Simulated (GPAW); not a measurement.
# 1T-VClI monolayer: simulated STM images

What would a tunnelling microscope show on 1T-VClI monolayer?

Method: GPAW, PAW setups; layer in a repeated cell with vacuum, relaxation of atoms and in-plane cell, in the first sound run; inputs show where later runs differ, in GPAW 26.7.0.

Report form: the programs' logs are mostly left out.

## Step 1: The structure

The cell holds 3 atoms: 1 I, 1 V and 1 Cl. Its edges and angles: a = 3.783 Å, b = 3.783 Å, c = 21.056 Å, α = 90.0°, β = 90.0°, γ = 120.0°. Vacuum lies along c.

## Step 2: Relaxation

The atoms are relaxed first, since the surface dipole, and with it the work function, follows the positions of the outer layers.

The input, run.py:

```python
import json
import numpy as np
from ase import Atoms
from ase.filters import FrechetCellFilter
from ase.optimize import BFGS
from gpaw import GPAW, PW

slab = Atoms(
    ['I', 'V', 'Cl'],
    positions=[
        [1.89128, 1.09193, 9.00000],
        [0.00000, 0.00000, 10.85212],
        [-0.00000, 2.18387, 12.05557]],
    cell=[[3.78257, 0.0, 0.0], [-1.89128, 3.2758, 0.0], [0.0, 0.0, 21.0556]],
    pbc=[True, True, True],
    magmoms=[0.0, 1.0, 0.0])

slab.calc = GPAW(mode=PW(600), xc='PBE', kpts={'size': (9, 9, 1), 'gamma': True},
                 occupations={'name': 'fermi-dirac', 'width': 0.05}, nbands='160%',
                 convergence={'density': 1e-05}, maxiter=200,
                 symmetry={'tolerance': 1e-3}, txt='slab.txt')
result = {}
# The in-plane cell is free; stress needs a cell that repeats along all three vectors
path = []
opt = BFGS(FrechetCellFilter(slab, mask=[1, 1, 0, 0, 0, 1]), maxstep=0.2)
opt.attach(lambda: path.append((slab.get_potential_energy(), slab.positions.tolist(), slab.get_forces().tolist())))
result['relaxed'] = bool(opt.run(fmax=0.02, steps=45))
result['path'] = path
result['cell'] = slab.cell.tolist()
print('in-plane lattice', slab.cell.cellpar().round(4)[[0, 1, 5]])
energy = slab.get_potential_energy()
fermi = slab.calc.get_fermi_level()
v = slab.calc.get_electrostatic_potential().mean((0, 1)) - fermi
n = slab.calc.get_pseudo_density().mean((0, 1))
L = slab.cell[2, 2]
z = np.arange(len(v)) * L / len(v)
low, high = slab.positions[:, 2].min(), slab.positions[:, 2].max()
below, above = np.interp([low - 6.8, high + 6.8], z, v)
slopes = [np.interp(x, z, np.gradient(v, z)) for x in (low - 6.8, high + 6.8)]
eps = np.array([[slab.calc.get_eigenvalues(k, s) for k in range(len(slab.calc.get_ibz_k_points()))]
                for s in range(slab.calc.get_number_of_spins())]) - fermi
top, bottom = eps[eps < 0].max(), eps[eps > 0].min()
dipole = slab.get_dipole_moment()[2]
print(f'energy {energy:.4f} eV, Fermi level {fermi:.4f} eV, dipole {dipole:.5f} e A')
print(f'potential 6.8 A off the faces, from the Fermi level: lower {below:.4f} eV, upper {above:.4f} eV')
print(f'slope of the potential there: lower {slopes[0]:.5f}, upper {slopes[1]:.5f} eV/A')
print(f'nearest levels on the mesh: {top:.4f} and {bottom:.4f} eV')
print('magnetic moment', round(slab.get_magnetic_moment(), 3))
result.update(energy=energy, fermi=fermi, dipole=dipole, below=below, above=above, slopes=slopes, edges=[top, bottom],
              z=z.tolist(), v=v.tolist(), n=n.tolist(), positions=slab.positions.tolist(),
              forces=slab.get_forces(apply_constraint=False).tolist(), moments=slab.get_magnetic_moments().tolist())
json.dump(result, open('result.json', 'w'))
```

On the command line:

```bash
$ OMP_NUM_THREADS=1 OPENBLAS_NUM_THREADS=1 python run.py
```

It took 9.1 min on 1 thread of AMD EPYC 9R14 (Zen 4), shared host; peak memory 0.57 GiB.

Numbers from this step:

```yaml
dipole_along_the_normal: -0.05290 e·Å
levels_nearest_the_fermi_level_on_the_mesh: -0.5955, 0.5669 eV from the Fermi level
site_moments: -0.03817, 2.534, -0.006871 μB
sum_of_the_site_moments: 2.489 μB
```

The electrostatic potential energy of an electron (without an applied field's), less the Fermi level, planar mean by z:

| z (Å) | electrostatic potential energy of an electron (without an applied field's), less the Fermi level, planar mean (eV) |
| --- | --- |
| 0.0 | 3.96 |
| 0.5 | 3.95 |
| 1.0 | 3.93 |
| 1.5 | 3.91 |
| 2.0 | 3.90 |
| 2.5 | 3.88 |
| 3.0 | 3.86 |
| 3.5 | 3.84 |
| 4.0 | 3.83 |
| 4.5 | 3.81 |
| 5.0 | 3.79 |
| 5.5 | 3.77 |
| 6.0 | 3.75 |
| 6.5 | 3.71 |
| 7.0 | 3.61 |
| 7.5 | 3.19 |
| 8.0 | 1.44 |
| 8.5 | -5.29 |
| 9.0 | -17.4 |
| 9.5 | -11.7 |
| 10.0 | -4.15 |
| 10.5 | -7.57 |
| 11.0 | -8.57 |
| 11.5 | -6.41 |
| 12.0 | -13.1 |
| 12.5 | -2.54 |
| 13.0 | 2.91 |
| 13.5 | 3.98 |
| 14.0 | 4.16 |
| 14.5 | 4.18 |
| 15.0 | 4.17 |
| 15.5 | 4.16 |
| 16.0 | 4.14 |
| 16.5 | 4.12 |
| 17.0 | 4.10 |
| 17.5 | 4.09 |
| 18.0 | 4.07 |
| 18.5 | 4.05 |
| 19.0 | 4.04 |
| 19.5 | 4.02 |
| 20.0 | 4.00 |
| 20.5 | 3.98 |

The pseudo valence density, planar mean by z:

z (Å), pseudo valence density, planar mean (e/Å³) and a bar:
```
        5       0.00 
        6       0.00 
        7       0.01 
        8       0.10 ###
        9       0.17 #####
       10       0.29 #########
       11       0.94 ##############################
       12       0.37 ############
       13       0.08 ###
       14       0.00 
       15       0.00
```

Site moment by atom:

| atom | site moment (μB) |
| --- | --- |
| I1 | -0.04 |
| V2 | 2.53 |
| Cl3 | -0.01 |

The relaxation lowered the energy of the cell by 0.0693 eV (energies extrapolated to zero smearing; the optimiser's log prints free energies). The largest force left on a free atom is 0.014 eV/Å.

## Step 3: The slab's potential

The work function is the vacuum plateau of the electrostatic potential less the Fermi level; a dipole layer lets the two faces have plateaus of their own.

This step: GPAW, PAW setups; slab in vacuum (GPAW 26.7.0).

The cell differs from the one that the last finished run ended in (c 21.056 → 20.908 Å).

The input, run.py:

```python
import json
import numpy as np
from ase import Atoms
from ase.dft.stm import STM
from gpaw import GPAW, PW

slab = Atoms(
    ['I', 'V', 'Cl'],
    positions=[
        [1.94992, 1.12578, 9.00000],
        [-0.00000, 0.00000, 10.68191],
        [-0.00000, 2.25158, 11.90836]],
    cell=[[3.89984, -0.0, 0.0], [-1.94992, 3.37736, 0.0], [0.0, 0.0, 20.9084]],
    pbc=[True, True, False],
    magmoms=[0.0, 1.0, 0.0])

slab.calc = GPAW(mode=PW(400), xc='PBE', kpts={'size': (9, 9, 1), 'gamma': True},
                 occupations={'name': 'fermi-dirac', 'width': 0.05}, nbands='160%',
                 convergence={'density': 1e-05}, maxiter=200,
                 poissonsolver={'dipolelayer': 'xy'},
                 symmetry={'tolerance': 1e-3}, txt='slab.txt')
result = {}
energy = slab.get_potential_energy()
fermi = slab.calc.get_fermi_level()
v = slab.calc.get_electrostatic_potential().mean((0, 1)) - fermi
n = slab.calc.get_pseudo_density().mean((0, 1))
L = slab.cell[2, 2]
z = np.arange(len(v)) * L / len(v)
low, high = slab.positions[:, 2].min(), slab.positions[:, 2].max()
below, above = np.interp([low - 6.8, high + 6.8], z, v)
slopes = [np.interp(x, z, np.gradient(v, z)) for x in (low - 6.8, high + 6.8)]
eps = np.array([[slab.calc.get_eigenvalues(k, s) for k in range(len(slab.calc.get_ibz_k_points()))]
                for s in range(slab.calc.get_number_of_spins())]) - fermi
top, bottom = eps[eps < 0].max(), eps[eps > 0].min()
dipole = slab.get_dipole_moment()[2]
print(f'energy {energy:.4f} eV, Fermi level {fermi:.4f} eV, dipole {dipole:.5f} e A')
print(f'potential 6.8 A off the faces, from the Fermi level: lower {below:.4f} eV, upper {above:.4f} eV')
print(f'slope of the potential there: lower {slopes[0]:.5f}, upper {slopes[1]:.5f} eV/A')
print(f'nearest levels on the mesh: {top:.4f} and {bottom:.4f} eV')
print('magnetic moment', round(slab.get_magnetic_moment(), 3))
result.update(energy=energy, fermi=fermi, dipole=dipole, below=below, above=above, slopes=slopes, edges=[top, bottom],
              z=z.tolist(), v=v.tolist(), n=n.tolist(), positions=slab.positions.tolist(),
              forces=slab.get_forces(apply_constraint=False).tolist(), moments=slab.get_magnetic_moments().tolist())

# Images need the states of the whole zone, up to time reversal
slab.calc = slab.calc.fixed_density(symmetry={'point_group': False}, txt='states.txt', nbands='220%',
                                    convergence={'bands': 'CBM+0.8'})
stm = STM(slab)
result['stm'] = []
for bias in [-0.5, 0.5]:
    height = high + 4.0
    current = stm.get_averaged_current(bias, height)
    x, y, h = stm.scan(bias, current)
    i, f = divmod(height / L * stm.ldos.shape[2], 1)
    I = abs((1 - f) * stm.ldos[:, :, int(i)] + f * stm.ldos[:, :, int(i) + 1])
    print(f'bias {bias} V: mean current at 4.0 A {current:.4e}, corrugation {np.ptp(h):.4f} A')
    result['stm'].append(dict(bias=bias, current=current, h=(h - high).tolist(), I=I.tolist()))
json.dump(result, open('result.json', 'w'))
```

Elapsed: 2.2 min, on 1 thread; peak memory 0.56 GiB.

Numbers from this step:

```yaml
dipole_along_the_normal: -0.04145 e·Å
levels_nearest_the_fermi_level_on_the_mesh: -0.5946, 0.5661 eV from the Fermi level
upper_work_function: 4.256 eV
lower_work_function: 3.685 eV
site_moments: -0.03806, 2.532, -0.006922 μB
upper_ionisation_energy: 4.851 eV
sum_of_the_site_moments: 2.487 μB
```

Electrostatic potential energy of an electron (without an applied field's), less the Fermi level, planar mean against z:

| z (Å) | electrostatic potential energy of an electron (without an applied field's), less the Fermi level, planar mean (eV) |
| --- | --- |
| 0.0 | 3.97 |
| 0.5 | 3.69 |
| 1.0 | 3.69 |
| 1.5 | 3.69 |
| 2.0 | 3.69 |
| 2.5 | 3.69 |
| 3.0 | 3.69 |
| 3.5 | 3.69 |
| 4.0 | 3.69 |
| 4.5 | 3.69 |
| 5.0 | 3.68 |
| 5.5 | 3.68 |
| 6.0 | 3.68 |
| 6.5 | 3.65 |
| 7.0 | 3.52 |
| 7.5 | 2.98 |
| 8.0 | 0.630 |
| 8.5 | -7.91 |
| 9.0 | -18.1 |
| 9.5 | -9.13 |
| 10.0 | -4.20 |
| 10.5 | -8.62 |
| 11.0 | -7.64 |
| 11.5 | -7.58 |
| 12.0 | -12.0 |
| 12.5 | -0.629 |
| 13.0 | 3.32 |
| 13.5 | 4.08 |
| 14.0 | 4.22 |
| 14.5 | 4.25 |
| 15.0 | 4.25 |
| 15.5 | 4.26 |
| 16.0 | 4.26 |
| 16.5 | 4.26 |
| 17.0 | 4.26 |
| 17.5 | 4.26 |
| 18.0 | 4.26 |
| 18.5 | 4.26 |
| 19.0 | 4.26 |
| 19.5 | 4.26 |
| 20.0 | 4.26 |
| 20.5 | 4.25 |

The pseudo valence density, planar mean by z:

| z (Å) | pseudo valence density, planar mean (e/Å³) |
| --- | --- |
| 5 | 2.2e-5 |
| 6 | 4.1e-4 |
| 7 | 0.00796 |
| 8 | 0.136 |
| 9 | 0.157 |
| 10 | 0.303 |
| 11 | 0.761 |
| 12 | 0.357 |
| 13 | 0.0588 |
| 14 | 0.00211 |
| 15 | 7.9e-5 |

The layer is gapped, so the Fermi level lies somewhere inside the gap, set by smearing and numerics, and these work functions are no property of the material; the band edges below the vacuum level are. The potential is flat to 3.9e-5 eV/Å where it is read, so the vacuum is wide enough. At -0.5 and 0.5 V the search found no usable constant-current contour near the set height, since the window lies inside the gap and carries no current, so the printed corrugation is no image; it is left out.

## Step 4: A changed run

One more run, with changed settings.

Edit run.py of step 3 so:

```diff
@@ -3,3 +3,2 @@
 from ase import Atoms
-from ase.dft.stm import STM
 from gpaw import GPAW, PW
@@ -17,4 +16,4 @@
 slab.calc = GPAW(mode=PW(400), xc='PBE', kpts={'size': (9, 9, 1), 'gamma': True},
-                 occupations={'name': 'fermi-dirac', 'width': 0.05}, nbands='160%',
-                 convergence={'density': 1e-05}, maxiter=200,
+                 occupations={'name': 'fermi-dirac', 'width': 2.0}, nbands='160%',
+                 convergence={'density': 1e-05}, maxiter=50,
                  poissonsolver={'dipolelayer': 'xy'},
@@ -43,16 +42,2 @@
               forces=slab.get_forces(apply_constraint=False).tolist(), moments=slab.get_magnetic_moments().tolist())
-
-# Images need the states of the whole zone, up to time reversal
-slab.calc = slab.calc.fixed_density(symmetry={'point_group': False}, txt='states.txt', nbands='220%',
-                                    convergence={'bands': 'CBM+0.8'})
-stm = STM(slab)
-result['stm'] = []
-for bias in [-0.5, 0.5]:
-    height = high + 4.0
-    current = stm.get_averaged_current(bias, height)
-    x, y, h = stm.scan(bias, current)
-    i, f = divmod(height / L * stm.ldos.shape[2], 1)
-    I = abs((1 - f) * stm.ldos[:, :, int(i)] + f * stm.ldos[:, :, int(i) + 1])
-    print(f'bias {bias} V: mean current at 4.0 A {current:.4e}, corrugation {np.ptp(h):.4f} A')
-    result['stm'].append(dict(bias=bias, current=current, h=(h - high).tolist(), I=I.tolist()))
 json.dump(result, open('result.json', 'w'))
```

Elapsed: 88 s, on 1 thread; peak memory 0.27 GiB.

The run finished. A setting was moved off its sound value on purpose, so it serves as a test and not as the result.

The fault put into the input: a smearing of electronvolts (width = 2.0).

The two runs compared:

| quantity | this run | sound run | difference |
| --- | --- | --- | --- |
| dipole along the normal (e·Å) | 0.0077619 | -0.041451 | 0.0492 |
| sum of the site moments (μB) | 1.626e-6 | 2.4868 | -2.49 |

One result that differs is the sum of the site moments, 1.6e-6 μB against 2.49 μB.

## Step 5: What came out

```yaml
work_function_upper_and_lower_face_fermi_level_placed_in_the_gap_by_the_smearing: 4.256 and 3.685 eV
ionisation_energy_from_the_upper_face_highest_filled_level_on_the_mesh: 4.85 eV
electron_affinity_from_the_upper_face_lowest_empty_kohn_sham_level_on_the_mesh: 3.69 eV
dipole_along_the_normal: -0.0415 e Å
```

In words: With plane waves and PBE the ionisation energy from the upper face is 4.85 eV and the Kohn-Sham electron affinity 3.69 eV. The two faces differ by 0.57 eV, the step that the slab's dipole makes (e p/(ε0 A) gives 0.57 eV), so the dipole layer is needed. The levels nearest the Fermi level on the mesh lie 1.16 eV apart, so the slab is gapped there: the smearing puts the Fermi level inside the gap, and from either face the ionisation energy is the work function plus 0.59 eV. Both are Kohn-Sham levels on the mesh, and semilocal gaps are too small, so the affinity tends to come out too large and the ionisation energy too small. The starting lattice was a guess from atomic radii; the relaxation moved it by 3 %. With elements this heavy, spin-orbit coupling can move band edges by tenths of an eV. The relaxation of atoms and cell ran in a fully periodic cell without the dipole layer, so the atoms of this polar layer felt a small spurious field. One magnetic start was tried; another order may lie lower. The layer's cell and atoms come from the relaxation; spin-orbit coupling and temperature are left out.

[Logs are printed without paths, hosts, clocks, repeated set-up lines and the standing remarks that a program may print on its own settings, such as how far it seeks lower states.]

[Hosts, paths, dates, database ids (printed as entryN), source tags and the programs' standing remarks are cut or masked in the printed files.]
